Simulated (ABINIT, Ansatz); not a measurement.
# KTaO3 (Pm-3m): third-order response, part 2 of 4

Aim: Raman and infrared lines of KTaO3 (Pm-3m).

ABINIT 10.8.3; DFT LDA, scalar-relativistic, plane waves, PseudoDojo norm-conserving pseudopotentials.

So far. Step 4 (Relaxing the cell and atoms): The volume changes by -0.0 % in this run and stands -4.4 % from the first cell. Step 5 (Ground state): The cell stands at -0.96 GPa: the relaxation ran with a smoothed and higher cutoff and on another k mesh. The relaxed cell has a = 3.939 Å (conventional setting).

### 7. Linear response at Γ

The derivative of the wavefunctions by k comes first, since the response to a field is built on it; then the field and the displacements that symmetry doesn't supply are solved at q = 0. By the 2n+1 theorem the first-order wavefunctions also give third derivatives: Raman tensors and the non-linear susceptibility.

It reads the wavefunctions written in step 5.

The input, dfpt_gamma.abi:

```
ndtset 3

# common to the responses
getwfk_filepath "gso_WFK"
kptopt 2
nqpt 1
qpt 0.0 0.0 0.0
asr 0
chneut 0

# d/dk
rfelfd1 2
rfdir1 1 1 1
iscf1 -3
tolwfr1 1.0d-20

# displacements, field
rfphon2 1
rfatpol2 1 5
rfdir2 1 1 1
rfelfd2 3
getddk2 1
tolvrs2 1.0d-10
prepanl2 1
prtden2 1

# third order
optdriver3 5
getden_filepath3 "gso_DEN"
get1den3 2
get1wf3 2
getddk3 1
d3e_pert1_elfd3 1
d3e_pert1_phon3 1
d3e_pert1_atpol3 1 5
d3e_pert1_dir3 1 1 1
d3e_pert2_elfd3 1
d3e_pert2_dir3 1 1 1
d3e_pert3_elfd3 1
d3e_pert3_dir3 1 1 1
usepead3 1
tolvrs3 1.0d-10

# basis, mesh and filling
ecut 36.0
ngkpt 6 6 6
nshiftk 1
shiftk 0.5 0.5 0.5
istwfk *1
occopt 1
nband 20
nstep 100
diemac 9.0
prtebands 0
prtgsr 0

# cell and atoms
acell 7.443187435 7.443187435 7.443187435
rprim 
    1.0 0.0 0.0
    0.0 1.0 0.0
    0.0 0.0 1.0
ntypat 3
znucl 19 73 8
natom 5
typat 1 2 3 3 3
xred 
    0.0 0.0 0.0
    0.5 0.5 0.5
    0.5 0.5 0.0
    0.5 0.0 0.5
    0.0 0.5 0.5
pp_dirpath "./pseudo"
pseudos "K.upf, Ta.upf, O.upf"
```

On the command line:

```console
OMP_NUM_THREADS=1 mpirun -n 16 abinit dfpt_gamma.abi > dfpt_gamma.log
```

Numbers of over 12 decimals in the logs are rounded to 6 here.

dfpt_gamma.abo, the main output file:

```text
[banners, grids, parts of the stress and lines that vanish by symmetry left out]
- input  file    -> dfpt_gamma.abi
- output file    -> dfpt_gamma.abo
- root for input  files -> dfpt_gammai
[...]
DATASET    1 : space group Pm -3 m (#221); Bravais cP (primitive cubic)
[...]
nfft =       91125          nkpt =         108
[...]
DATASET    2 : space group Pm -3 m (#221); Bravais cP (primitive cubic)
[...]
nfft =       91125          nkpt =         108
[...]
DATASET    3 : space group Pm -3 m (#221); Bravais cP (primitive cubic)
[...]
mpw =        4266          nfft =       91125          nkpt =         108
[...]
== DATASET  1 ==================================================================
[...]
cutoff_energies: {ecut:  36.0, pawecutdg:  -1.0, }
[...]
-  8.00000   6.00000  201201                  znucl, zion, pspdat
[...]
Perturbation : derivative vs k along direction   1
[...]
-ETOT  1  -28.657673044298     -2.866E+01 3.459E-01 0.000E+00
 ETOT  2  -28.921905384413     -2.642E-01 2.704E-02 0.000E+00
 ETOT  3  -28.933729373180     -1.182E-02 1.211E-03 0.000E+00
 ETOT  4  -28.934511379750     -7.820E-04 1.484E-04 0.000E+00
 ETOT  5  -28.934574756766     -6.338E-05 9.250E-06 0.000E+00
[...]
At SCF step   22   max residual=  9.98E-21 < tolwfr=  1.00E-20 =>converged.
[...]
Perturbation : derivative vs k along direction   2
[...]
-ETOT  1  -28.655442106121     -2.866E+01 3.134E-01 0.000E+00
[...]
At SCF step   21   max residual=  9.98E-21 < tolwfr=  1.00E-20 =>converged.
[...]
Perturbation : derivative vs k along direction   3
[...]
-ETOT  1  -28.657673028569     -2.866E+01 3.459E-01 0.000E+00
[...]
At SCF step   22   max residual=  9.98E-21 < tolwfr=  1.00E-20 =>converged.
[...]
1        1       0.6952385171    0.0000000000
     1        2       0.0000000000    0.0000000000
     1        3       0.0000000000    0.0000000000
     2        1       0.0000000000    0.0000000000
     2        2       0.6952385171    0.0000000000
     2        3       0.0000000000    0.0000000000
     3        1       0.0000000000    0.0000000000
     3        2       0.0000000000    0.0000000000
     3        3       0.6952385171   -0.0000000000
[...]
== DATASET  2 ==================================================================
[...]
cutoff_energies: {ecut:  36.0, pawecutdg:  -1.0, }
[...]
Perturbation : displacement of atom   1   along direction   1
[...]
-ETOT  1   4.475966     -1.813E+03 4.889E+00 3.231E+02
[...]
At SCF step   12       vres2   =  1.86E-11 < tolvrs=  1.00E-10 =>converged.
[...]
Perturbation : displacement of atom   2   along direction   1
[...]
-ETOT  1   5.406342     -2.536E+03 1.165E+01 7.684E+02
[...]
At SCF step   13       vres2   =  1.79E-11 < tolvrs=  1.00E-10 =>converged.
[...]
Perturbation : displacement of atom   3   along direction   1
[...]
-ETOT  1   7.919522     -3.357E+03 1.525E+00 5.929E+03
[...]
At SCF step   12       vres2   =  8.01E-11 < tolvrs=  1.00E-10 =>converged.
[...]
Perturbation : displacement of atom   3   along direction   3
[...]
-ETOT  1   19.812723428348     -3.367E+03 4.884E+00 1.640E+04
[...]
At SCF step   13       vres2   =  4.34E-11 < tolvrs=  1.00E-10 =>converged.
[...]
Perturbation : homogeneous electric field along direction   1
[...]
-ETOT  1  -97.379007072346     -9.738E+01 3.955E+00 4.084E+03
[...]
At SCF step   13       vres2   =  4.95E-12 < tolvrs=  1.00E-10 =>converged.
[...]
Perturbation : homogeneous electric field along direction   2
[...]
-ETOT  1  -97.350271122919     -9.735E+01 3.955E+00 4.073E+03
[...]
At SCF step   13       vres2   =  1.01E-11 < tolvrs=  1.00E-10 =>converged.
[...]
Perturbation : homogeneous electric field along direction   3
[...]
-ETOT  1  -97.379007439819     -9.738E+01 3.955E+00 4.084E+03
[...]
ETOT 13  -101.40361685107     -1.010E-11 1.444E-11 1.032E-10
 ETOT 14  -101.40361685107     -1.123E-12 1.101E-12 3.383E-12
 At SCF step   14       vres2   =  3.38E-12 < tolvrs=  1.00E-10 =>converged.
[...]
Dielectric tensor, in cartesian coordinates,
[...]
1    7   1    7         5.3365525104        -0.0000000000
   1    7   2    7        -0.0000000000        -0.0000000000
   1    7   3    7        -0.0000000000        -0.0000000000
   2    7   1    7        -0.0000000000        -0.0000000000
   2    7   2    7         5.3365525104        -0.0000000000
   2    7   3    7        -0.0000000000        -0.0000000000
   3    7   1    7        -0.0000000000        -0.0000000000
   3    7   2    7        -0.0000000000        -0.0000000000
   3    7   3    7         5.3365525104        -0.0000000000
  Effective charges, in cartesian coordinates,
[...]
1    1   1    7         1.1537870333         0.0000000000
   2    1   1    7         0.0000000000         0.0000000000
   3    1   1    7         0.0000000000         0.0000000000
   1    2   1    7         8.6296131693         0.0000000000
   2    2   1    7         0.0000000000         0.0000000000
[...]
Effective charges, in cartesian coordinates,
[...]
2    7   1    5         0.0000000000         0.0000000000
   3    7   1    5         0.0000000000         0.0000000000
   1    7   2    5         0.0000000000         0.0000000000
   2    7   2    5        -1.6788194352         0.0000000000
   3    7   2    5         0.0000000000         0.0000000000
   1    7   3    5         0.0000000000         0.0000000000
   2    7   3    5         0.0000000000         0.0000000000
   3    7   3    5        -1.6788194352         0.0000000000
  Phonon wavevector (reduced coordinates) :  0.00000  0.00000  0.00000
 Phonon energies in Hartree :
[...]
Phonon frequencies in cm-1    :
-  1.516137E+00  1.516137E+00  1.516137E+00  1.065549E+02  1.065549E+02
-  1.065549E+02  1.848750E+02  1.848750E+02  1.848750E+02  2.532379E+02
-  2.532379E+02  2.532379E+02  5.546422E+02  5.546422E+02  5.546422E+02
  Phonon at Gamma, with non-analyticity in the
[...]
Phonon energies in Hartree :
[...]
Phonon frequencies in cm-1    :
-  1.516137E+00  1.516137E+00  1.523215E+00  1.065549E+02  1.065549E+02
-  1.759505E+02  1.848750E+02  1.848750E+02  2.532379E+02  2.532379E+02
-  2.532379E+02  4.018989E+02  5.546422E+02  5.546422E+02  8.172186E+02
  Phonon at Gamma, with non-analyticity in the
[...]
Phonon energies in Hartree :
[...]
Phonon frequencies in cm-1    :
-  1.516137E+00  1.516137E+00  1.523215E+00  1.065549E+02  1.065549E+02
-  1.759505E+02  1.848750E+02  1.848750E+02  2.532379E+02  2.532379E+02
-  2.532379E+02  4.018989E+02  5.546422E+02  5.546422E+02  8.172186E+02
  Phonon at Gamma, with non-analyticity in the
[...]
Phonon energies in Hartree :
[...]
Phonon frequencies in cm-1    :
-  1.516137E+00  1.516137E+00  1.523215E+00  1.065549E+02  1.065549E+02
-  1.759505E+02  1.848750E+02  1.848750E+02  2.532379E+02  2.532379E+02
-  2.532379E+02  4.018989E+02  5.546422E+02  5.546422E+02  8.172186E+02
[...]
== DATASET  3 ==================================================================
[...]
cutoff_energies: {ecut:  36.0, pawecutdg:  -1.0, }
[...]
1          1       -0.000000000       -0.000000000       -0.000000000
[...]
1          2       -0.000000000       -0.000000000       -0.000000000
[...]
1          3       -0.000000000       -0.000000000       -0.000000000
[...]
2          1       -0.000000000       -0.000000000       -0.000000000
[...]
2          2       -0.000000000       -0.000000000       -0.000000000
[...]
2          3       -0.000000000       -0.000000000       -0.000000000
[...]
3          1       -0.000000000       -0.000000000       -0.000000000
[...]
3          2       -0.000000000       -0.000000000       -0.000000000
[...]
3          3       -0.000000000       -0.000000000       -0.000000000
[...]
4          1       -0.000000000       -0.000000000       -0.000000000
[...]
4          2       -0.000000000       -0.000000000       -0.000000000
[...]
4          3       -0.000000000       -0.000000000       -0.000000000
[...]
5          1       -0.000000000       -0.000000000       -0.000000000
[...]
5          2       -0.000000000       -0.000000000       -0.000000000
[...]
5          3       -0.000000000       -0.000000000       -0.000000000
[...]
strten2     0.0000000000E+00  0.0000000000E+00  0.0000000000E+00
           strten3     0.0000000000E+00  0.0000000000E+00  0.0000000000E+00
================================================================================
```

Elapsed: 5.6 min, on 16 MPI ranks of Arm Neoverse V2, shared host.

Numbers from this step:

```
miss of the charge sum rule                                       : 0.02202 e
largest acoustic frequency at the zone centre before the sum rule : 1.52 cm⁻¹
highest optical zone-centre mode (no LO-TO term)                  : 554.6 cm⁻¹
lowest optical zone-centre mode                                   : 106.5 cm⁻¹
mean high-frequency dielectric constant                           : 5.337
largest Born charge in size (third of the trace)                  : 8.630 e
```

Born charge (rows field, columns displacement), before the sum rule (e), principal values of the symmetric part by kind of site:

| atom | atoms with these values | low | middle | high | mean |
| --- | --- | --- | --- | --- | --- |
| K1 | 1 | 1.15 | 1.15 | 1.15 | 1.15 |
| Ta2 | 1 | 8.63 | 8.63 | 8.63 | 8.63 |
| O3 | 3 | -6.40 | -1.68 | -1.68 | -3.25 |

In full for O3:

```
-1.68  0.00  0.00
 0.00 -1.68  0.00
 0.00  0.00 -6.40
```

High-frequency dielectric tensor:

```
5.34 0.00 0.00
0.00 5.34 0.00
0.00 0.00 5.34
```

The acoustic modes at Γ come out as far as 1.5 cm⁻¹ from zero, where they should vanish, a small numerical error; the Born charges miss their sum rule by 0.022 e, which is fair.

### 8. Modes with the sum rule

anaddb reads the merged derivatives, imposes the acoustic sum rule and charge neutrality, and adds the LO-TO term along chosen directions.

The input, anaddb.abi:

```
ddb_filepath "gamma_DDB"
output_file "anaddb.abo"
outdata_prefix "anaddb"
asr 1
chneut 1
enunit 2
eivec 1
nph1l 1
qph1l 0.0 0.0 0.0 1.0
dieflag 1
nph2l 3
qph2l 
    1.0 0.0 0.0 0.0
    0.0 0.0 1.0 0.0
    1.0 1.0 1.0 0.0
nlflag 1
ramansr 1
alphon 1
prtmbm 1
```

The input, mrgddb.in:

```
gamma_DDB
merged
3
dfpt_gammao_DS2_DDB
dfpt_gammao_DS3_DDB
gso_DDB
```

On the command line:

```console
mrgddb < mrgddb.in > mrgddb.log
OMP_NUM_THREADS=1 anaddb anaddb.abi > anaddb.log
```

anaddb.abo, the main output file:

```text
[banners, grids, parts of the stress and lines that vanish by symmetry left out]
-outvars_anaddb: echo values of input variables ----------------------

 Flags :
[...]
Dielectric Tensor and Effective Charges
[...]
Effective charge tensors after
[...]
1          1       -0.000000000       -0.000000000       -0.000000000
[...]
1          2       -0.000000000       -0.000000000       -0.000000000
[...]
1          3       -0.000000000       -0.000000000       -0.000000000
[...]
2          1       -0.000000000       -0.000000000       -0.000000000
[...]
2          2       -0.000000000       -0.000000000       -0.000000000
[...]
2          3       -0.000000000       -0.000000000       -0.000000000
[...]
3          1       -0.000000000       -0.000000000       -0.000000000
[...]
3          2       -0.000000000       -0.000000000       -0.000000000
[...]
3          3       -0.000000000       -0.000000000       -0.000000000
[...]
4          1       -0.000000000       -0.000000000       -0.000000000
[...]
4          2       -0.000000000       -0.000000000       -0.000000000
[...]
4          3       -0.000000000       -0.000000000       -0.000000000
[...]
5          1       -0.000000000       -0.000000000       -0.000000000
[...]
5          2       -0.000000000       -0.000000000       -0.000000000
[...]
5          3       -0.000000000       -0.000000000       -0.000000000
[...]
Phonon wavevector (reduced coordinates) :  0.00000  0.00000  0.00000
 Phonon energies in Hartree :
[...]
Phonon energies in meV     :
-  0.000000E+00  0.000000E+00  0.000000E+00  1.320358E+01  1.320358E+01
-  1.320358E+01  2.292053E+01  2.292053E+01  2.292053E+01  3.138797E+01
-  3.138797E+01  3.138797E+01  6.876907E+01  6.876907E+01  6.876907E+01
 Phonon frequencies in cm-1    :
-  0.000000E+00  0.000000E+00  0.000000E+00  1.064941E+02  1.064941E+02
-  1.064941E+02  1.848665E+02  1.848665E+02  1.848665E+02  2.531611E+02
-  2.531611E+02  2.531611E+02  5.546600E+02  5.546600E+02  5.546600E+02
 Phonon frequencies in Thz     :
-  0.000000E+00  0.000000E+00  0.000000E+00  3.192613E+00  3.192613E+00
-  3.192613E+00  5.542159E+00  5.542159E+00  5.542159E+00  7.589578E+00
-  7.589578E+00  7.589578E+00  1.662829E+01  1.662829E+01  1.662829E+01
 Phonon energies in Kelvin  :
-  0.000000E+00  0.000000E+00  0.000000E+00  1.532212E+02  1.532212E+02
-  1.532212E+02  2.659817E+02  2.659817E+02  2.659817E+02  3.642423E+02
-  3.642423E+02  3.642423E+02  7.980320E+02  7.980320E+02  7.980320E+02
[...]
-  1  0.00000000E+00  0.00000000E+00 -1.43059453E-03
-     0.00000000E+00  0.00000000E+00  0.00000000E+00
-  2  0.00000000E+00  0.00000000E+00 -1.43059522E-03
-     0.00000000E+00  0.00000000E+00  0.00000000E+00
-  3  0.00000000E+00  0.00000000E+00 -1.43059272E-03
-     0.00000000E+00  0.00000000E+00  0.00000000E+00
-  4  0.00000000E+00  0.00000000E+00 -1.43059208E-03
-     0.00000000E+00  0.00000000E+00  0.00000000E+00
-  5  0.00000000E+00  0.00000000E+00 -1.43059208E-03
-     0.00000000E+00  0.00000000E+00  0.00000000E+00
[...]
-  1  0.00000000E+00 -1.43059453E-03  0.00000000E+00
-     0.00000000E+00  0.00000000E+00  0.00000000E+00
-  2  0.00000000E+00 -1.43059522E-03  0.00000000E+00
-     0.00000000E+00  0.00000000E+00  0.00000000E+00
-  3  0.00000000E+00 -1.43059208E-03  0.00000000E+00
-     0.00000000E+00  0.00000000E+00  0.00000000E+00
-  4  0.00000000E+00 -1.43059272E-03  0.00000000E+00
-     0.00000000E+00  0.00000000E+00  0.00000000E+00
-  5  0.00000000E+00 -1.43059208E-03  0.00000000E+00
-     0.00000000E+00  0.00000000E+00  0.00000000E+00
[...]
-  1  1.43059453E-03  0.00000000E+00  0.00000000E+00
-     0.00000000E+00  0.00000000E+00  0.00000000E+00
-  2  1.43059522E-03  0.00000000E+00  0.00000000E+00
-     0.00000000E+00  0.00000000E+00  0.00000000E+00
-  3  1.43059208E-03  0.00000000E+00  0.00000000E+00
-     0.00000000E+00  0.00000000E+00  0.00000000E+00
-  4  1.43059208E-03  0.00000000E+00  0.00000000E+00
-     0.00000000E+00  0.00000000E+00  0.00000000E+00
[...]
-  4  2.12563020E-03 -2.61053644E-07  0.00000000E+00
[...]
-  5 -5.02073611E-03  1.10522341E-07  0.00000000E+00
[...]
-     1         -0.000000    -0.000000    -0.000008     0.000008
-     2         -0.000000    -0.000008    -0.000000     0.000008
[...]
-    14         -0.000000    -4.368894    -0.000000     4.368894
-    15          4.368894     0.000000    -0.000000     4.368894
[...]
-   1     Real    0.0000E+00  0.0000E+00  0.0000E+00  0.0000E+00  0.0000E+00  0.0000E+00  0.0000E+00
[...]
-   2     Real    0.0000E+00  0.0000E+00  0.0000E+00  0.0000E+00  0.0000E+00  0.0000E+00  0.0000E+00
[...]
-   3     Real    0.0000E+00  0.0000E+00  0.0000E+00  0.0000E+00  0.0000E+00  0.0000E+00  0.0000E+00
[...]
-   4     Real    0.0000E+00  0.0000E+00  1.0414E-03  0.0000E+00  0.0000E+00  0.0000E+00  1.0414E-03
[...]
-   5     Real    0.0000E+00  1.0414E-03  0.0000E+00  0.0000E+00  0.0000E+00  0.0000E+00  1.0414E-03
[...]
-   6     Real    1.0414E-03  0.0000E+00  0.0000E+00  0.0000E+00  0.0000E+00  0.0000E+00  1.0414E-03
[...]
-   7     Real    0.0000E+00  0.0000E+00  1.5121E-04  0.0000E+00  0.0000E+00  0.0000E+00  1.5121E-04
[...]
-   8     Real    0.0000E+00  1.5121E-04  0.0000E+00  0.0000E+00  0.0000E+00  0.0000E+00  1.5121E-04
[...]
-   9     Real    1.5121E-04  0.0000E+00  0.0000E+00  0.0000E+00  0.0000E+00  0.0000E+00  1.5121E-04
[...]
-  10     Real    0.0000E+00  0.0000E+00  0.0000E+00  0.0000E+00  0.0000E+00  0.0000E+00  0.0000E+00
[...]
-  11     Real    0.0000E+00  0.0000E+00  0.0000E+00  0.0000E+00  0.0000E+00  0.0000E+00  0.0000E+00
[...]
-  12     Real    0.0000E+00  0.0000E+00  0.0000E+00  0.0000E+00  0.0000E+00  0.0000E+00  0.0000E+00
[...]
-  13     Real    0.0000E+00  0.0000E+00  6.5374E-04  0.0000E+00  0.0000E+00  0.0000E+00  6.5374E-04
[...]
-  14     Real    0.0000E+00  6.5374E-04  0.0000E+00  0.0000E+00  0.0000E+00  0.0000E+00  6.5374E-04
[...]
-  15     Real    6.5374E-04  0.0000E+00  0.0000E+00  0.0000E+00  0.0000E+00  0.0000E+00  6.5374E-04
[...]
-         0.000000000       0.000000000       0.000000000
-         0.000000000       0.000000000       0.000000000
-         0.000000000       0.000000000       0.000000000
[...]
-         0.000000000       0.000000000       0.000000000
-         0.000000000       0.000000000       0.000000000
-         0.000000000       0.000000000       0.000000000
[...]
Phonon at Gamma, with non-analyticity in the
[...]
Phonon energies in Hartree :
[...]
Phonon energies in meV     :
-  0.000000E+00  0.000000E+00  0.000000E+00  1.320358E+01  1.320358E+01
-  2.181677E+01  2.292053E+01  2.292053E+01  3.138797E+01  3.138797E+01
-  3.138797E+01  4.985133E+01  6.876907E+01  6.876907E+01  1.013650E+02
 Phonon frequencies in cm-1    :
-  0.000000E+00  0.000000E+00  0.000000E+00  1.064941E+02  1.064941E+02
[...]
Phonon frequencies in Thz     :
[...]
Phonon energies in Kelvin  :
[...]
-  1  0.00000000E+00  0.00000000E+00  1.43059453E-03
[...]
-  2  0.00000000E+00  0.00000000E+00  1.43059522E-03
[...]
-  3  0.00000000E+00  0.00000000E+00  1.43059272E-03
[...]
-  4  0.00000000E+00  0.00000000E+00  1.43059208E-03
[...]
Phonon at Gamma, with non-analyticity in the
[...]
Phonon energies in Hartree :
[...]
Phonon energies in meV     :
[...]
Phonon frequencies in cm-1    :
[...]
Phonon frequencies in Thz     :
[...]
Phonon energies in Kelvin  :
[...]
Phonon at Gamma, with non-analyticity in the
[...]
Phonon energies in Hartree :
[...]
Phonon energies in meV     :
[...]
Phonon frequencies in cm-1    :
[...]
Phonon frequencies in Thz     :
[...]
Phonon energies in Kelvin  :
[...]
-  2.531730E+02  2.659817E+02  2.659817E+02  3.642423E+02  3.642423E+02
-  3.642423E+02  5.785006E+02  7.980320E+02  7.980320E+02  1.176291E+03
[...]
-  4  1.70635540E-03  2.66385332E-03 -5.78559206E-04
[...]
-  5 -4.03040951E-03 -1.12779619E-03 -5.78559206E-04
[...]
-         0.000000000       0.000000000       0.000000000
-         0.000000000       0.000000000       0.000000000
[...]
Direction                     Dielectric constant
[...]
0.00000   0.00000   1.00000    149.74464636
   1.00000   1.00000   1.00000    149.74464636
-
```

It took 1.3 s on 1 thread.

This step gave:

```
highest optical zone-centre mode (no LO-TO term) : 554.7 cm⁻¹
mean static dielectric constant                  : 149.7
highest mode moved by the LO-TO term             : 817.6 cm⁻¹
```

No LO-TO term; unit eigenvectors of the mass-weighted matrix, from anaddb's displacements. The modes at Γ (shares of kinetic energy by element, %):

```csv
mode,frequency (cm⁻¹),symmetry,K %,Ta %,O %
1,0.0,acoustic,15,68,18
2,0.0,acoustic,15,68,18
3,0.0,acoustic,15,68,18
4,106.5,T1u,5,27,68
5,106.5,T1u,5,27,68
6,106.5,T1u,5,27,68
7,184.9,T1u,81,5,14
8,184.9,T1u,81,5,14
9,184.9,T1u,81,5,14
10,253.2,T2u,0,0,100
11,253.2,T2u,0,0,100
12,253.2,T2u,0,0,100
13,554.7,T1u,0,0,100
14,554.7,T1u,0,0,100
15,554.7,T1u,0,0,100
```

Displacements in mode 4 (106.5 cm⁻¹), the largest set to 1:
```
K1   0.00  0.00  0.28
Ta2  0.00  0.00 -0.31
O3   0.00  0.00  0.81
O4   0.00  0.00  1.00
O5   0.00  0.00  1.00
```

Displacements in mode 13 (554.7 cm⁻¹), the largest set to 1:
```
K1   0.00  0.00  0.01
Ta2  0.00  0.00  0.01
O3   0.00  0.00 -1.00
O4   0.00  0.00  0.42
O5   0.00  0.00  0.42
```

Trace of the oscillator strength, degenerate modes summed. Lines of the infrared spectrum (strongest = 100):

```csv
position (cm⁻¹),lines merged,"IR intensity, relative"
106,3,100
185,3,15
253,3,0.0
555,3,63
```

Static dielectric tensor (ions relaxed, fixed cell):

```
149.7   0.0   0.0
  0.0 149.7   0.0
  0.0   0.0 149.7
```

The rule moves no optical mode by more than 0.1 cm⁻¹.

(Part 2 of 4 ends here.)

[Host names and launcher messages were left out of these logs when they were recorded.]

[Logs are printed without paths, hosts, clocks, repeated set-up lines and the standing remarks that a program may print on its own settings, such as how far it seeks lower states.]

[Hosts, paths, dates, database ids (printed as entryN), source tags and the programs' standing remarks are cut or masked in the printed files.]
